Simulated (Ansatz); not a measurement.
# Starting-point dependence of the GW gap of SiO2 (P6_322), part 2 of 2

One-shot GW is not self-consistent; how far does the start matter for SiO2 (P6_322)?

Ansatz 0.2.0; G0W0 on several functionals, plane waves, PAW. Known limits of the many-body steps: not at the basis limit.

So far. Step 2 (G0W0 on LDA): The gap on the mesh goes from 5.41 eV to 8.38 eV, a correction of +2.96 eV. Between the two edge states, bare exchange in place of the xc potential would open the gap by 10.08 eV, and correlation takes back 7.12 eV. Step 3 (G0W0 on HSE06): Against the run with 6×6×2 mesh, 432 empty bands, screening to 100 eV, PAW set soft_1 files on LDA, the gap moves by +0.73 eV, while the start moved by +1.93 eV.

In doubt: masses and optical values from hybrid runs of this build are listed as unsure (steps 3, 4, 5), which bears on the screening that GW takes from such a start.

### Step 4. G0W0 on PBE0

This step: G0W0 on PBE0, plane waves, PAW; PAW set soft_1.

Input file input.yaml:

```yaml
crystal:
  lattice:
    - [5.0690738885, 0.0, 0.0]
    - [-2.5345369442, 4.3899467611, 0.0]
    - [0.0, 0.0, 8.55848854]
  atoms:
    - { symbol: Si, position: [0.66666667, 0.33333333, 0.9371258] }
    - { symbol: Si, position: [0.66666667, 0.33333333, 0.5628742] }
    - { symbol: Si, position: [0.33333333, 0.66666667, 0.0628742] }
    - { symbol: Si, position: [0.33333333, 0.66666667, 0.4371258] }
    - { symbol: O, position: [0.0, 0.42125874, 0.0] }
    - { symbol: O, position: [0.42125874, 0.42125874, 0.5] }
    - { symbol: O, position: [0.57874126, 0.0, 0.5] }
    - { symbol: O, position: [0.57874126, 0.57874126, 0.0] }
    - { symbol: O, position: [0.0, 0.57874126, 0.5] }
    - { symbol: O, position: [0.66666667, 0.33333333, 0.75] }
    - { symbol: O, position: [0.33333333, 0.66666667, 0.25] }
    - { symbol: O, position: [0.42125874, 0.0, 0.0] }
kpoints:
  mp_grid: { grid: [6, 6, 2] }
hamiltonian:
  xc: pbe0
  pseudopotentials: { kind: paw, azcp: { folder: soft_1 } }
scf:
  occupations: { method: fixed }
gw:
  n_empty_bands: 432
  ecut_chi: 100
  qp_bands: [v4, c4]
  qp_kpoints: band_edges
  screening: { model: contour_deformation }
```

On the command line:

```
ansatz run input.yaml --threads 2 --pin off --max-ram 92160MiB --backend cuda --events-out ev --progress --plain --runs-dir out --devices 1 --max-vram 13GiB
```

Numbers of over 12 decimals in the logs are rounded to 6 here.

The log of the run:

```text
GPUs: using 1 of 1 available (devices: 1).
[...]
GPU FFT provider: cuFFT
GPU libraries: cuBLAS 13.8.2, cuFFT 12.4.0, cuSOLVER 12.3.4
Crystal: 12 atoms, lattice volume = 190.452 Å³
Basis set: ecut = 420 eV, 3755 PW (Γ)
Bands: 44, of which v1, the nominal top of the filled ones, is band 32 counted from 1 (31 counted from 0)
Symmetry: 12 space group operations
[...]
k-points: 14 of 72
[...]
0    35      9.6244    -3.9288    -2.2448    -6.6624  0.9096    10.1139    10.1130  root
     0    36     10.4845    -5.6840    -3.2258    -9.9231  0.8955    11.5017    11.4978  root
[...]
13    33     10.1959    -3.4859    -2.2925    -6.2507  0.9106    10.6689    10.6681  root
    13    34     10.1959    -3.4859    -2.2925    -6.2507  0.9106    10.6689    10.6681  root
    13    35     10.3006    -7.9363    -3.2110   -12.3387  0.8881    11.4976    11.4921  root
    13    36     10.3006    -7.9363    -3.2110   -12.3387  0.8881    11.4976    11.4921  root
[key lines of the parts left out:]
Free energy (F): -7099.178302 eV
Fermi energy:    -1.149162 eV
```

Run time: 92 s. Hardware: 1 × NVIDIA H100 80GB HBM3 (shared by 6 runs) with 2 threads of AMD EPYC 7R13 (Zen 3), shared host; peak memory 2.5 GiB.

Numbers from this step:

```
bands summed                                 : 464
RPA ε∞ on this mesh (eigenvalues)            : 1.835, 1.835, 1.842
plane waves in the screening matrix          : 403
G0W0 gap on the mesh                         : 9.303 eV
k of the valence top                         : 0, -0.5, 0
k of the conduction bottom                   : 0, 0, 0
starting gap on the mesh                     : 8.114 eV
least direct G0W0 gap on the computed points : 9.325 eV
```

Against the run with 6×6×2 mesh, 432 empty bands, screening to 100 eV, PAW set soft_1 files on HSE06, the gap moves by +0.20 eV, while the start moved by +0.77 eV.

### Step 5. G0W0 on Hartree-Fock

This step: G0W0 on Hartree-Fock, plane waves, PAW; PAW set soft_1.

Edit input.yaml of step 4 so:

```diff
@@ -21,3 +21,3 @@
 hamiltonian:
-  xc: pbe0
+  xc: hf
   pseudopotentials: { kind: paw, azcp: { folder: soft_1 } }
```

The log of the run:

```text
GPUs: using 1 of 1 available (devices: 1).
[...]
GPU FFT provider: cuFFT
GPU libraries: cuBLAS 13.8.2, cuFFT 12.4.0, cuSOLVER 12.3.4
Crystal: 12 atoms, lattice volume = 190.452 Å³
Basis set: ecut = 420 eV, 3755 PW (Γ)
Bands: 44, of which v1, the nominal top of the filled ones, is band 32 counted from 1 (31 counted from 0)
Symmetry: 12 space group operations
[...]
k-points: 14 of 72
[...]
0    35     13.3634    -4.7066    -2.0303    -4.7070  0.9445    11.3386    11.3335  root
     0    36     14.4125    -3.3615    -2.0609    -3.3635  0.9462    12.3588    12.3536  root
[...]
13    33     12.8466    -2.3014    -1.5941    -2.3021  0.9534    11.2562    11.2533  root
    13    34     12.8466    -2.3014    -1.5941    -2.3021  0.9534    11.2562    11.2533  root
    13    35     13.4971    -3.0552    -1.7416    -3.0567  0.9491    11.7607    11.7571  root
    13    36     13.4971    -3.0552    -1.7416    -3.0567  0.9491    11.7607    11.7571  root
[key lines of the parts left out:]
Free energy (F): -6990.403551 eV
Fermi energy:    -5.271491 eV
```

Wall time 1.7 min (1 × NVIDIA H100 80GB HBM3 (shared by 6 runs) with 2 threads); peak memory 2.6 GiB; 2 min of CPU time.

This step gave:

```
bands summed                                 : 464
RPA ε∞ on this mesh (eigenvalues)            : 1.503, 1.503, 1.504
plane waves in the screening matrix          : 403
G0W0 gap on the mesh                         : 10.99 eV
k of the valence top                         : 0, -0.5, 0
k of the conduction bottom                   : 0, 0, 0
starting gap on the mesh                     : 15.22 eV
least direct G0W0 gap on the computed points : 11.01 eV
```

Against the run with 6×6×2 mesh, 432 empty bands, screening to 100 eV, PAW set soft_1 files on PBE0, the gap moves by +1.69 eV, while the start moved by +7.11 eV.

### Step 6. Side by side

All on the 6×6×2 mesh with 432 empty bands and screening to 100 eV. Times are wall times on 1 × NVIDIA H100 80GB HBM3 (shared by 6 runs) with 2 threads of AMD EPYC 7R13 (Zen 3), shared host, good to a factor of about two.

```csv
start,starting gap (eV),shift (eV),G0W0 gap (eV),RPA ε∞ (harmonic mean),"Z (valence, conduction)",time
LDA,5.41,+2.96,8.38,2.11,"0.81, 0.88",60 s
HSE06,7.35,+1.76,9.10,1.88,"0.84, 0.90",90 s
PBE0,8.11,+1.19,9.30,1.84,"0.85, 0.91",92 s
Hartree-Fock,15.22,−4.23,10.99,1.50,"0.91, 0.95",1.7 min
```

The parts of the quasiparticle energy at the two band edges (eV; QP = start + Σx + Σc − Vxc):

```csv
run,edge,start,Σx,Σc,Vxc,Z,QP
LDA,valence top,0.25,-26.90,4.17,-21.16,0.81,-1.32
LDA,conduction bottom,5.66,-5.61,-2.95,-9.95,0.88,7.05
HSE06,valence top,-0.74,-26.97,3.67,-22.38,0.84,-1.66
HSE06,conduction bottom,6.60,-4.98,-2.62,-8.44,0.90,7.44
PBE0,valence top,-1.15,-26.98,3.55,-22.80,0.85,-1.78
PBE0,conduction bottom,6.96,-4.97,-2.53,-8.06,0.91,7.52
Hartree-Fock,valence top,-5.27,-26.96,2.49,-26.96,0.91,-2.78
Hartree-Fock,conduction bottom,9.95,-3.02,-1.75,-3.02,0.95,8.21
```

For a hybrid start, Vxc holds its share of exact exchange.

### Step 7. Outcome

```yaml
g0w0_lda: 8.38 eV (start 5.41 eV)
g0w0_hse06: 9.10 eV (start 7.35 eV)
g0w0_pbe0: 9.30 eV (start 8.11 eV)
g0w0_hartree_fock: 10.99 eV (start 15.22 eV)
known_limits: not at the basis limit
```

**Reading.** The starting gaps span 9.81 eV and the G0W0 gaps 2.61 eV. Between LDA and Hartree-Fock, 2.61 eV of the 9.81 eV survives, 27 %. Hartree-Fock screens less than LDA (ε∞ 1.50 against 2.11). On Hartree-Fock the correction is negative: that start lies above its own G0W0 value. The smallest correction, +1.19 eV, is on PBE0, the start nearest to reproducing itself. Bands and cutoff are finite, so the gap is not at the basis limit. The miss can reach some tenths of an eV and take either sign; the mesh is an error of its own.

[Paths, hosts, dates, memory and timing lines, banners, echoed tables and standing remarks are left out of the program output.]

[Logs are printed without paths, hosts, clocks, repeated set-up lines and the standing remarks that a program may print on its own settings, such as how far it seeks lower states.]

[Runs of the session that timed out or met a known fault of the program may be left out.]

[Cells called generated may have been cut or substituted from an entry of the Crystallography Open Database or the Materials Project.]

[Hosts, paths, dates, database ids (printed as entryN), source tags and the programs' standing remarks are cut or masked in the printed files.]
